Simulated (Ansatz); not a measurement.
# Zn8Se7S (Se on 88 % of the S sites, one arrangement): which shell does photoemission see at 21.2 and 40.8 eV? (LDA, PAW set soft_1)

The valence band of Zn8Se7S (Se on 88 % of the S sites, one arrangement) mixes several shells. Work out by hand which one leads the spectrum's area at each photon energy.

Filled states come from the projected DOS of Ansatz 0.2.0 (LDA, plane waves); cross sections σ and asymmetry parameters β are those of free atoms in a Dirac–Hartree–Slater calculation. A shell's area is states × σ × angular factor, which is 1 − β·P₂(cos θ)/2 for unpolarised light, with θ = 54.7° from the beam and P₂ = 0.001.

**At 21.2 eV** (states counted from 11.2 eV below the zero; other shells add 5.8 to the products' sum of 111):

```
shell  filled states a cell  cross section (Mb an electron)     β  angular factor  product  share by hand (%)  share in the simulated spectrum (%)
Zn 3d                 79.27                           0.394  0.01            1.00     31.2                 28                                   28
Se 4p                 36.02                            2.04  1.83            1.00     73.5                 66                                   67
```

**At 40.8 eV** (states counted from 15.1 eV below the zero; other shells add 2.4 to the products' sum of 68.3):

| shell | filled states a cell | cross section (Mb an electron) | β | angular factor | product | share by hand (%) | share in the simulated spectrum (%) |
| --- | --- | --- | --- | --- | --- | --- | --- |
| Zn 3d | 79.86 | 0.759 | -0.10 | 1.00 | 60.6 | 89 | 89 |
| Se 4p | 36.09 | 0.145 | 1.37 | 1.00 | 5.23 | 8 | 8 |

Se 4p leads at 21.2 eV and Zn 3d at 40.8 eV. Between the two energies σ of Se 4p changes by a factor 0.071 and that of Zn 3d by 1.9, so their ratio moves 27-fold in favour of the second. The simulated spectrum uses the same rule on the energy-resolved DOS, so the two share columns agree within a few points.

Only crystals where the two columns agree within 4 points and the lead is clear are worked in this form. Free-atom cross sections ignore the solid's final states, no escape depth or background enters, and the count of states a shell hangs on the projection.

[Logs are printed without paths, hosts, clocks, repeated set-up lines and the standing remarks that a program may print on its own settings, such as how far it seeks lower states.]
